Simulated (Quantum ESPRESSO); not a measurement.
# Constrained canting in Cobalt, part 2 of 2

Aim: the energy of Cobalt as two sets of moments turn from parallel to opposed.

Quantum ESPRESSO 7.5; LDA; plane waves with GBRV 1.5 LDA potentials, no spin-orbit coupling.

So far, absolute magnetization (μB): step 2 (the collinear order that defines the sublattices) 1.77; step 3 (angle 0°, no penalty) 3.50; step 4 (angle 60°, lambda 0.2 Ry) 3.49; step 5 (angle 120°, lambda 0.2 Ry) 2.66.

### Step 6. Angle 60°, lambda 2 Ry

Contents of pw.in:

```
&CONTROL
  calculation = 'scf'
  prefix = 'pwscf'
  outdir = './tmp'
  pseudo_dir = './pseudo'
  disk_io = 'nowf'
/
&SYSTEM
  ibrav = 0
  nat = 2
  ntyp = 2
  ecutwfc = 34
  ecutrho = 238
  nbnd = 48
  occupations = 'smearing'
  smearing = 'fd'
  degauss = 0.00734986
  noncolin = .true.
  starting_magnetization(1) = 0.0512
  angle1(1) = 30.001
  angle2(1) = 0
  starting_magnetization(2) = 0.0512
  angle1(2) = 30.001
  angle2(2) = 180
  constrained_magnetization = 'atomic direction'
  lambda = 2
/
&ELECTRONS
  conv_thr = 2d-08
  electron_maxstep = 150
  mixing_beta = 0.3
/
ATOMIC_SPECIES
Co1    58.9332 co_lda_v1.2.uspp.F.UPF
Co2    58.9332 co_lda_v1.2.uspp.F.UPF
CELL_PARAMETERS bohr
   4.7382992849    0.0000000000    0.0000000000
  -2.3691496424    4.1034875514    0.0000000000
   0.0000000000    0.0000000000    7.6909963546
ATOMIC_POSITIONS crystal
Co1     0.3333333333    0.6666666667    0.2500000000
Co2     0.6666666667    0.3333333333    0.7500000000
K_POINTS automatic
8 8 4 0 0 0
```

On the command line:

```sh
$ OMP_NUM_THREADS=1 mpirun -n 4 pw.x -nk 4 -in pw.in > pw.out
```

The log of the run:

```text
     [... lines left out ...]
Program PWSCF v.7.5 starts
     [... lines left out ...]
     number of atoms/cell      =            2
     [... lines left out ...]
     number of electrons       =        34.00
     number of Kohn-Sham states=           48
     kinetic-energy cutoff     =      34.0000  Ry
     charge density cutoff     =     238.0000  Ry
     scf convergence threshold =      2.0E-08
     [... lines left out ...]
     Noncollinear calculation without spin-orbit
     [... lines left out ...]
      2 Sym. Ops. (no inversion) found ( 1 have fractional translation)
     [... lines left out ...]
     number of k points=   144  Fermi-Dirac smearing, width (Ry)=  0.0073
     [... lines left out ...]
     iteration # 52     ecut=    34.00 Ry     beta= 0.30
     [... lines left out ...]
     Error in routine c_bands (1):
     too many bands are not converged
 %%%%%%%%%%%%%%%%%%%%%%%%%%%%%%%%%%%%%%%%%%%%%%%%%%%%%%%%%%%%%%%%%%%%%%%%%%%%%%
[key lines of the parts left out:]
total magnetization       =     2.25     0.00     1.16 Bohr mag/cell
total energy              =    -534.72148199 Ry
```

It took 2.3 min on 4 MPI ranks of Arm Neoverse V2, shared host; peak memory 0.36 GiB.

Residual by cycle:

cycle, log10 residual and a bar from the least value:
```
        1        2.3 ##############################
        6        0.9 ##################
       10        0.1 ###########
       15       -1.1 
       19       -0.4 ######
       24       -0.3 #######
       28        0.0 #########
       33       -0.2 ########
       37        1.6 ########################
       42        0.2 ###########
       46        0.9 #################
       51        0.4 #############
```

The run stopped without converging, so none of its numbers is a property of the system.

After 51 cycles the residual stands at 2.6, against 0.55 at cycle 26 and a least value of 0.082.

The program's message: “c_bands (1): too many bands are not converged”

### Step 7. Angle 120°, lambda 2 Ry

Changes to pw.in since step 6:

```diff
@@ -19,6 +19,6 @@
   starting_magnetization(1) = 0.0512
-  angle1(1) = 30.001
+  angle1(1) = 59.999
   angle2(1) = 0
   starting_magnetization(2) = 0.0512
-  angle1(2) = 30.001
+  angle1(2) = 59.999
   angle2(2) = 180
```

The log of the run:

```text
     [... lines left out ...]
Program PWSCF v.7.5 starts
     [... lines left out ...]
     number of atoms/cell      =            2
     [... lines left out ...]
     number of electrons       =        34.00
     number of Kohn-Sham states=           48
     kinetic-energy cutoff     =      34.0000  Ry
     charge density cutoff     =     238.0000  Ry
     scf convergence threshold =      2.0E-08
     [... lines left out ...]
     Noncollinear calculation without spin-orbit
     [... lines left out ...]
      2 Sym. Ops. (no inversion) found ( 1 have fractional translation)
     [... lines left out ...]
     number of k points=   144  Fermi-Dirac smearing, width (Ry)=  0.0073
     [... lines left out ...]
     iteration # 36     ecut=    34.00 Ry     beta= 0.30
     [... lines left out ...]
     constraint energy (Ry) =      0.99993947
     atom number    1 relative position :   -0.0000   0.5774   0.4058
     [... lines left out ...]
     magnetization :         -0.000353    0.000000    1.682328
     [... lines left out ...]
     atom number    2 relative position :    0.5000   0.2887   1.2174
     [... lines left out ...]
     magnetization :          0.000272   -0.000000    1.682365
     [... lines left out ...]
     the Fermi energy is    17.5743 ev
!    total energy              =    -596.66655642 Ry
     estimated scf accuracy    <          8.7E-09 Ry
     smearing contrib. (-TS)   =      -0.00449319 Ry
     [... lines left out ...]
     total magnetization       =    -0.00     0.00     3.24 Bohr mag/cell
     absolute magnetization    =     3.51 Bohr mag/cell
     [... lines left out ...]
     convergence has been achieved in  36 iterations
```

Run time: 78 s. Hardware: 4 MPI ranks; peak memory 0.36 GiB.

Numbers from this step:

| Property | Result |
| --- | --- |
| smearing term TS | 0.06113 eV |
| magnetization | 0, 0, 3.244 μB |
| absolute magnetization | 3.506 μB |
| penalty energy | 13605 meV |
| final state | ferromagnetic |
| largest moment | 1.682 μB |

### Step 8. E(θ)

Not every run of the table is shown above.

Canting:

```
lambda (Ry)  typed angle (degrees)  final angle (degrees)  energy less that at the first angle (meV a seeded atom)  penalty energy, not in the total (meV a cell)  largest site moment (μB)  CPU time (s)
          -                      0                      0                                                        0                                              0                     1.682         35.15
        0.2                     60                  30.96                                                    19.51                                          51.96                     1.675         176.4
        0.2                    120                  115.7                                                      172                                          5.526                      1.29         171.8
          -                    180                    180                                                    205.8                                              0                    0.8696           111
          2                    120                0.02128                                                        0                                          13605                     1.682         312.9
```

### Step 9. Summary of results

```
angle of lowest energy          : 0°
range of the energy, all points : 206 meV a seeded atom
range of the largest moment     : 0.870 to 1.68 μB
```

In words: One run ends 120° off its typed angle, so energies belong to the final angles. With an angle missed so widely, no couplings are fitted. The moments shrink by more than a fifth as they turn, so they are far from rigid. The run at 60° with lambda 2 Ry did not converge and is not in the table. This holds for the two sublattices of this cell; other orders were not tried. Without spin–orbit coupling only the angle between the moments matters. The mesh is coarse, so differences of some ten meV can be noise where moments are itinerant. Energies are free energies at an electronic temperature of 1160 K, which lowers moments and differences where the moments are itinerant. The cutoff lies under the 40 Ry that these files are usually run at.

[Logs and program files are shortened in this print: banners, set-up blocks, solver, clock and traceback lines can be left out without a mark of their own.]

[Logs are printed without paths, hosts, clocks, repeated set-up lines and the standing remarks that a program may print on its own settings, such as how far it seeks lower states.]

[Hosts, paths, dates, database ids (printed as entryN), source tags and the programs' standing remarks are cut or masked in the printed files.]

[Where a cell is said to come from a database of computed structures, the database is the Materials Project.]
